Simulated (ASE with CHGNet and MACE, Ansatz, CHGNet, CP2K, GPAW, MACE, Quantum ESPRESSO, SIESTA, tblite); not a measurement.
# Machine-learned potentials on random packing of 55Li2O-45Nb2O5 (mol %) (96 atoms): settings against a plane-wave reference

Aim: run random packing of 55Li2O-45Nb2O5 (mol %) (96 atoms) in machine-learned potentials and see how near its forces come to a plane-wave reference, and at what cost.

Program: ASE with CHGNet and MACE. Level of theory: the method is named at each step. Results are calculated unless marked as measured.

## 1. The starting structure

The cell holds 96 atoms: 22 Li, 56 O and 18 Nb. Cell: a = 10.533 Å, b = 10.533 Å, c = 10.533 Å, α = 90.0°, β = 90.0°, γ = 90.0°. 96 atoms (22 Li, 56 O, 18 Nb) packed at random in a cube at 3.87 g/cm³ and pushed apart as soft spheres, cations and anions kept from their own kind; a start for melting by ab initio MD, not an equilibrated structure. Then every atom was moved at random, 0.05 Å r.m.s. a Cartesian component.

The yardstick, on the same geometry:

```
method                 : Kohn-Sham DFT, PBE, SSSP efficiency 1.3.0 pseudopotentials, plane waves (Quantum ESPRESSO 7.5); sssp-pbe-1.3.0-efficiency, cutoffs 60/480 Ry, Γ point
r.m.s. force component : 1.832 eV/Å
longest force          : 6.69 eV/Å
pressure               : -15.79 GPa
time                   : 18 min on 4 MPI ranks of Arm Neoverse V1, shared host
CPU time               : 73 min
```

## 2. CHGNet r2SCAN potential

Method: machine-learned interatomic potential CHGNet r2SCAN, trained on r2SCAN plane-wave data.

Contents of run.py:

```python
import numpy as np
from ase.io import read
import mlip  # loads the published weights by name

atoms = read("structure.xyz")
atoms.calc = mlip.calc("chgnet-r2scan")
energy = atoms.get_potential_energy()
forces = atoms.get_forces()
print(f"energy {energy:.6f} eV")
print("forces (eV/A)")
for i, (a, f) in enumerate(zip(atoms, forces)):
    print(f"{i:4d} {a.symbol:2s} {f[0]:10.5f} {f[1]:10.5f} {f[2]:10.5f}")
stress = -atoms.get_stress(voigt=False) * 160.21766
print("stress (GPa, compression positive)")
for row in stress:
    print(" ".join(f"{x:10.4f}" for x in row))
```

Contents of structure.xyz:

```xyz
96
Lattice="10.53340 0.00000 0.00000 0.00000 10.53340 0.00000 0.00000 0.00000 10.53340" Properties=species:S:1:pos:R:3 pbc="T T T"
Li 3.06648 5.34201 6.33700
Li 8.14442 4.58835 1.88137
Li 8.11504 0.19866 3.23881
Li 1.46383 3.53311 5.43376
Li 5.22172 9.76046 7.92112
Li 6.60234 5.86257 3.72682
Li 5.33569 7.10878 8.91968
Li 5.69320 9.81787 5.46631
Li 8.40376 7.79556 8.07185
Li 3.33445 0.91124 7.68559
Li 2.59596 7.73741 2.58290
Li 6.75223 5.09553 10.26754
Li 8.47096 1.52471 0.50529
Li 2.04854 9.14057 8.24344
Li 10.45977 4.83062 3.38175
Li 0.90872 0.96423 5.25975
Li 7.36611 3.10830 3.71861
Li 4.53010 5.85931 1.96954
Li 3.01645 1.15962 0.68857
Li 0.90503 9.33891 3.54596
Li 10.10785 0.68383 9.14499
Li 10.22667 6.57231 5.03254
O 0.27282 7.31587 1.60908
O 5.18243 5.17127 9.31490
O 3.69227 10.25637 9.01754
O 9.76394 4.64049 8.23312
O 3.90505 7.08729 10.32568
O 5.85689 7.09087 2.48904
O 1.31984 4.15174 8.57187
O 9.93837 2.45165 3.10409
O 7.93386 10.31589 0.12882
O 8.98710 6.09473 0.84752
O 4.78016 0.44546 6.53987
O 1.96911 0.95949 3.42293
O 1.64058 0.10913 7.12943
O 5.37572 3.18899 0.00074
O 7.31239 3.01656 9.34513
O 3.29190 6.27517 3.84975
O 0.55258 9.69431 1.24705
O 5.04423 3.69448 4.51240
O 7.44016 8.86554 5.69783
O 10.31473 9.28888 9.02702
O 5.31663 8.49234 4.05136
O 6.37102 4.52631 2.45892
O 9.71727 8.26672 3.95024
O 0.88438 6.85261 7.09288
O 2.16746 10.03622 5.04908
O 6.49363 8.36836 8.29073
O 5.31515 5.33001 6.13044
O 8.99163 3.29316 0.17169
O 8.73324 6.29086 9.26075
O 6.08788 6.93561 0.28230
O 0.26628 3.81172 1.76445
O 8.73040 5.59471 3.46233
O 3.78718 4.72602 0.52309
O 3.54122 7.51295 5.78378
[... 36 atom lines left out ...]
Nb 0.00274 4.95144 10.26417
Nb 3.36310 9.13688 0.55701
Nb 5.99572 9.06410 10.46799
Nb 9.05240 1.94457 5.22646
```

Started as:

```bash
$ OMP_NUM_THREADS=1 python run.py > output.txt
```

What it wrote:

```text
CHGNet vr2scan initialized with 412,525 parameters
CHGNet will run on cpu
energy -914.872437 eV
forces (eV/A)
   0 Li    0.51239    0.63297   -1.84551
   1 Li    0.40534   -0.06870   -0.01677
   2 Li   -0.62085    0.97302   -0.08063
   3 Li    0.68594    0.88515   -1.90008
   4 Li   -0.18658    0.16384    0.12646
   5 Li   -0.64246   -0.85033   -1.08342
   6 Li   -0.39210   -1.02573   -0.27651
   7 Li    0.41777   -0.31235   -0.69819
   8 Li   -0.10636   -0.98501    1.57182
   9 Li    0.30560   -1.39719   -0.21554
  10 Li   -0.17489   -0.31086    2.93974
  11 Li    0.01234    0.00393    0.04673
  12 Li   -1.29986    0.12553    0.43817
  13 Li    0.73691   -0.17311    1.03097
  14 Li   -0.02821   -0.31473   -1.59567
  15 Li    0.94690   -1.06905   -1.70886
  16 Li   -0.86798    1.01344   -0.10896
  17 Li    0.78227   -0.76472    0.08274
  18 Li    0.72956    0.44683    0.42185
  19 Li   -0.27927    0.32681   -0.57155
  20 Li    0.11220   -2.62522    0.37071
  21 Li    0.69340    1.54613   -0.90656
  22 O     3.58073   -2.31536   -1.58943
  23 O    -2.97848   -2.00123   -4.44224
[...]
88 Nb    2.43979    1.12287    1.26887
  89 Nb   -0.48211    3.96401    3.77631
  90 Nb   -2.26559    1.76428    3.51607
  91 Nb    1.69796   -1.33028    1.03311
  92 Nb   -4.79965   -2.99304    0.05793
  93 Nb   -0.85280    1.46866   -2.99784
  94 Nb    5.79041   -0.14482    1.07464
  95 Nb    1.01356   -2.86548   -2.99703
stress (GPa, compression positive)
  -15.5346     0.5641    -0.7195
    0.5641   -20.1479    -0.7140
   -0.7195    -0.7140   -16.1754
```

It took 4.9 s on 1 thread of Arm Neoverse V1, shared host; peak memory 1.5 GiB.

Banners, paths, timers and routine set-up lines are dropped from the logs unmarked, and long logs keep their key lines alone; longer cuts are marked.

Numbers from this run, and their distance from the reference:

```yaml
r_m_s_force_component: 1.926 eV/Å
r_m_s_difference_of_force_components: 564.1 meV/Å
longest_difference_of_force_vectors: 3179 meV/Å
force_difference_over_r_m_s_force: 30.78 %
slope_of_forces_against_the_reference_s: 1.005
correlation_of_force_components: 0.9562
pressure: -17.29 GPa
pressure_difference: -1.493 GPa
```

Length of the force difference by element (eV/Å):

```
element  atoms  mean  most
     Li     22  0.40  0.76
     Nb     18   1.3   3.2
      O     56  0.81   1.8
```

A closer look about Li5, which has 4 bonded neighbours where the commonest count for Li is 3: 11 atoms, nearest first, numbered in the order of the input, with positions taken from that point.

```
atom      x      y      z  distance (Å)  bonds     Fx     Fy  Fz (eV/Å)
 Li5   0.00   0.00   0.00          0.00      4  -0.19   0.16       0.13
 O33  -0.44   1.22  -1.38          1.89      4  -3.12   2.44      -2.58
 O48   1.27  -1.39   0.37          1.92      4   0.82   3.05       2.84
 O25  -1.53   0.50   1.10          1.95      4   0.47  -2.05       1.59
 O76   1.65   1.22   0.86          2.23      3   2.86  -2.20      -1.45
 Li8   0.47   0.06  -2.45          2.50      3   0.42  -0.31      -0.70
Li10  -1.89   1.68  -0.24          2.54      3   0.31  -1.40      -0.22
 O58  -1.54  -2.13   0.08          2.63      3  -0.94  -3.09      -0.65
Nb95   0.77  -0.70   2.55          2.75      7   5.79  -0.14       1.07
 O68   1.16   2.40  -0.88          2.81      2   0.94   1.92       0.94
 Li7   0.11  -2.65   1.00          2.84      6  -0.39  -1.03      -0.28
```

Atoms are counted from 1 here, from 0 in the log.

Forces lie 31 % from the reference's, at 0.0011 times its CPU time (on 1 against 4 cores).

## 3. CHGNet 0.3.0 potential

Method: machine-learned interatomic potential CHGNet 0.3.0, trained on PBE(+U) plane-wave data.

Changes to run.py since step 2:

```diff
@@ -5,3 +5,3 @@
 atoms = read("structure.xyz")
-atoms.calc = mlip.calc("chgnet-r2scan")
+atoms.calc = mlip.calc("chgnet-0.3.0")
 energy = atoms.get_potential_energy()
```

structure.xyz is that of step 2.

What it wrote:

```text
CHGNet v0.3.0 initialized with 412,525 parameters
CHGNet will run on cpu
energy -593.369995 eV
forces (eV/A)
   0 Li    0.47047    0.94246   -2.02197
   1 Li    0.58826   -0.12294   -0.14513
   2 Li   -0.52466    1.26755   -0.37382
   3 Li    0.85227    0.99734   -2.04914
   4 Li   -0.17447    0.29155    0.01361
   5 Li   -0.84037   -1.04706   -1.05148
   6 Li   -0.34880   -1.13832   -0.35681
   7 Li    0.24987   -0.33178   -0.95859
   8 Li   -0.18701   -1.28504    1.97449
   9 Li    0.32704   -1.38149   -0.11140
  10 Li   -0.22278   -0.35505    3.21314
  11 Li    0.31908    0.08208    0.19262
  12 Li   -1.40951   -0.08530    0.28037
  13 Li    0.85799   -0.36006    1.14257
  14 Li    0.05813   -0.28259   -1.62140
  15 Li    0.89375   -0.78992   -1.83978
  16 Li   -0.94791    1.11736    0.21350
  17 Li    0.91853   -0.75863    0.23701
  18 Li    0.68081    0.66878    0.54295
  19 Li   -0.19082    0.40987   -0.98541
  20 Li   -0.01212   -2.86287    0.29222
  21 Li    0.89793    1.69583   -0.96136
  22 O     3.67301   -2.24530   -1.41039
  23 O    -3.09682   -2.13752   -4.16153
[...]
88 Nb    2.00262    0.84505    1.54623
  89 Nb   -0.68742    3.41178    4.37003
  90 Nb   -1.74770    1.36294    3.48966
  91 Nb    1.14484   -1.03653    1.09193
  92 Nb   -5.55626   -2.90082    0.22339
  93 Nb   -1.20574    1.30419   -2.74878
  94 Nb    6.48138    0.30607    1.39982
  95 Nb    0.93647   -2.91050   -3.15534
stress (GPa, compression positive)
  -13.3690     1.1028    -0.7804
    1.1028   -18.0651    -0.3580
   -0.7804    -0.3580   -13.9813
```

The job ended after 4.8 s (1 thread; peak memory 1.5 GiB).

Compared with the plane-wave run:

```
r.m.s. force component                  : 1.994 eV/Å
r.m.s. difference of force components   : 542.9 meV/Å
longest difference of force vectors     : 2849 meV/Å
force difference over r.m.s. force      : 29.63 %
slope of forces against the reference's : 1.048
correlation of force components         : 0.9632
pressure                                : -15.14 GPa
pressure difference                     : 0.6548 GPa
```

Against the first run (31 %), the force difference from the reference is 30 %, at 0.99 times the CPU time.

## 4. MACE MP-0b3 medium potential

Method: machine-learned interatomic potential MACE MP-0b3 medium, trained on PBE(+U) plane-wave data.

Changes to run.py since step 3:

```diff
@@ -5,3 +5,3 @@
 atoms = read("structure.xyz")
-atoms.calc = mlip.calc("chgnet-0.3.0")
+atoms.calc = mlip.calc("mace-mp-0b3-medium")
 energy = atoms.get_potential_energy()
```

structure.xyz is that of step 3.

What it wrote:

```text
energy -566.871970 eV
forces (eV/A)
   0 Li    0.77352    0.73034   -1.95438
   1 Li    0.67519   -0.09773   -0.30566
   2 Li   -0.49719    1.65464   -0.42427
   3 Li    0.49906    0.44018   -1.87303
   4 Li   -0.03439   -0.05359    0.15118
   5 Li   -1.04581   -1.08708   -1.14883
   6 Li    0.07056   -0.80696   -0.64548
   7 Li    0.27489   -0.33957   -1.04795
   8 Li   -0.09669   -1.10893    2.32869
   9 Li    0.03077   -1.55925   -0.05376
  10 Li   -0.41867   -0.48841    3.30739
  11 Li    0.41802    0.05947    0.24135
  12 Li   -1.29371    0.37562    0.50341
  13 Li    0.94121   -0.19757    1.76031
  14 Li    0.09753   -0.27737   -1.69229
  15 Li    0.64910   -0.67262   -1.74582
  16 Li   -0.98324    0.87884   -0.30174
  17 Li    0.57617   -0.38571    0.14848
  18 Li    1.06848    1.02044    0.33557
  19 Li    0.07407    0.28900   -1.41937
  20 Li   -0.00382   -2.98580    0.05809
  21 Li    0.90578    1.56933   -1.05101
  22 O     4.13589   -2.42151   -1.14904
  23 O    -2.68428   -1.88878   -3.22365
[...]
88 Nb    0.56626    0.13003    1.44772
  89 Nb   -0.96816    2.07928    3.33152
  90 Nb   -1.31385    1.89325    1.84161
  91 Nb    0.73595    0.08461    0.61085
  92 Nb   -5.03220   -0.83094   -0.37894
  93 Nb   -0.64073    0.35999   -1.10595
  94 Nb    5.69430    0.90798    1.63151
  95 Nb    1.33643   -2.41950   -1.82203
stress (GPa, compression positive)
  -11.6828     1.3515    -0.4201
    1.3515   -14.3086     0.8229
   -0.4201     0.8229   -12.1864
```

It took 9.4 s on 1 thread; peak memory 1.2 GiB.

Compared with the plane-wave run:

- r.m.s. force component: 1.732 eV/Å
- r.m.s. difference of force components: 524.7 meV/Å
- longest difference of force vectors: 2538 meV/Å
- force difference over r.m.s. force: 28.63 %
- slope of forces against the reference's: 0.9059
- correlation of force components: 0.9582
- pressure: -12.73 GPa
- pressure difference: 3.067 GPa

Against the first run (31 %), the force difference from the reference is 29 %, at 2.0 times the CPU time.

## 5. The ladder

Differences are against the plane-wave reference, forces as r.m.s. over components; share is that over the reference's r.m.s. force, slope the least-squares factor from reference forces to these. Total energies of different programs have different zeros and aren't compared.

```
                         run  Δ force, r.m.s. (meV/Å)  share (%)  slope  Δ pressure (GPa)  cores  CPU time  memory (GiB)
                   reference                        -          -      -                 -      4    73 min           3.7
     CHGNet r2SCAN potential                      564       30.8  1.005             -1.49      1     4.8 s           1.5
      CHGNet 0.3.0 potential                      543       29.6  1.048             0.655      1     4.8 s           1.5
MACE MP-0b3 medium potential                      525       28.6  0.906              3.07      1     9.4 s           1.2
```

Times of the machine-learned potentials are mostly Python's start and the loading of weights.

CPU time is summed over cores on a shared host, where runs went side by side, so it is rough. Symmetry, cutoffs, thresholds, outputs and thread counts weren't matched or tuned between programs; memory under MPI is the largest rank's times the ranks.

## 6. Outcome

| Quantity | Value |
| --- | --- |
| nearest in forces | MACE MP-0b3 medium potential, 29 % |
| its CPU time | 9.4 s |

In words: Machine-learned potentials differ by 29 % (MACE MP-0b3 medium potential) to 31 % (CHGNet r2SCAN potential); they were trained on other programs' data, some at another functional. The reference's pressure holds the uncorrected Pulay stress of its 60 Ry basis, so small pressure differences, and their order, may be the reference's own error. Machine-learned potentials mimic data converged in k, so the reference's own k-point error enters their differences. The reference's stress is far from hydrostatic: its diagonal is -13.6, -17.2, -16.6 GPa, compression counted positive. The reference's pressure of -16 GPa belongs to a cell and atoms that aren't relaxed at this level. The runs have no spin polarisation, so any moments at edges, vacancies or dangling bonds can't form. The electronic-structure runs sample only Γ, in a cell whose shortest periodic width is 11 Å, which is coarse for a cell with partly filled levels.

[Also dropped from logs without a mark: logging warnings of Python, and SIESTA's first energy breakdown and zero terms.]

[Logs are printed without paths, hosts, clocks, repeated set-up lines and the standing remarks that a program may print on its own settings, such as how far it seeks lower states.]

[Hosts, paths, dates, database ids (printed as entryN), source tags and the programs' standing remarks are cut or masked in the printed files.]
